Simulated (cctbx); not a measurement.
# Diagnosing a refinement

Cell a = 5.5780 Å, b = 7.1370 Å, c = 9.5210 Å, α = 90.00°, β = 90.00°, γ = 90.00°; space group Imma (no. 74). The compound is Na2Ce.

Simulated single-crystal data (cctbx): Mo Kα, λ = 0.71073 Å, to d = 0.7 Å, 95 % of the full sphere, strongest reflection 20000 counts, noise from counting, a 6 % proportional error and a noise floor of 2 counts (s.d.); no absorption.

An anisotropic refinement with weights 1/σ² prints:

```text
Rint 0.046, 340 unique reflections to 0.70 A
cycle     R1     wR2    GooF  max shift (A)
   1  0.0550  0.1829   4.936   0.00237
   2  0.0160  0.0418   1.128   0.00001
final R1 0.0160 wR2 0.0418 GooF 1.128  parameters 10  data/parameter 34.0
atom        x        y        z      Ueq    occ   su(xyz)  su(Uiso or U11)
Ce1    0.50000  0.75000  0.00043   0.0068  1.000  0.00001  0.0002
Al1    0.00000  0.01258  0.83017   0.0224  1.000  0.00018  0.0006
difference map: max 0.49 min -1.42 rms 0.17
Q1    0.0912  0.0000  0.0000    8    0.49  1.70 A from Al1
Q2    0.0000  0.2500  0.0157    4    0.46  2.38 A from Al1
Q3    0.1472  0.1303  0.5289   16    0.40  1.22 A from Ce1
Q4    0.0000  0.1042  0.2121    8    0.40  0.93 A from Al1
Q5    0.0651  0.0168  0.2536   16    0.40  0.90 A from Al1
Q6    0.1458  0.1118  0.4594   16    0.39  1.34 A from Ce1
```

Q: Accept it or mend it, and why?

Mend it. The fault: wrong element: Al1 is Na. Against the right model at the same level, R1 goes from 0.0108 to 0.0160 and GooF from 0.84 to 1.13, U of Al1 swells from 0.0108 to 0.0224 Å² and a hole of -1.4 e/Å³ opens. Al1 has 2 electrons too many and its U swells to shed them, as expected (near an absorption edge f′ can widen the mismatch well beyond the difference in Z).

The compound is Na2Ce. The right model at the same level gives:

```text
Rint 0.046, 340 unique reflections to 0.70 A
cycle     R1     wR2    GooF  max shift (A)
   1  0.0285  0.0783   2.112   0.00546
   2  0.0108  0.0311   0.839   0.00000
final R1 0.0108 wR2 0.0311 GooF 0.839  parameters 10  data/parameter 34.0
atom        x        y        z      Ueq    occ   su(xyz)  su(Uiso or U11)
Ce1    0.50000  0.75000  0.00042   0.0068  1.000  0.00001  0.0001
Na1    0.00000  0.01308  0.83016   0.0108  1.000  0.00013  0.0004
difference map: max 0.36 min -0.45 rms 0.12
Q1    0.1477  0.1334  0.4926   16    0.36  1.17 A from Ce1
Q2    0.0000  0.2500  0.7985    4    0.36  1.72 A from Na1
Q3    0.0000  0.2500  0.0190    4    0.36  2.36 A from Na1
Q4    0.0000  0.2500  0.2598    4    0.36  2.06 A from Na1
Q5    0.2049  0.0000  0.5000    8    0.35  2.12 A from Ce1
Q6    0.0907  0.0000  0.0000    8    0.34  1.70 A from Na1
```

Isotropic U is held between 0.0001 and 1 Å² by the program, and listed peak heights are interpolated, so they can pass the grid's maximum.

The model was made for the exercise: a known structure type with other elements put in, its volume estimated, not relaxed; displacement parameters are assumed.

[Middle refinement cycles are left out of these outputs.]

[Logs are printed without paths, hosts, clocks, repeated set-up lines and the standing remarks that a program may print on its own settings, such as how far it seeks lower states.]
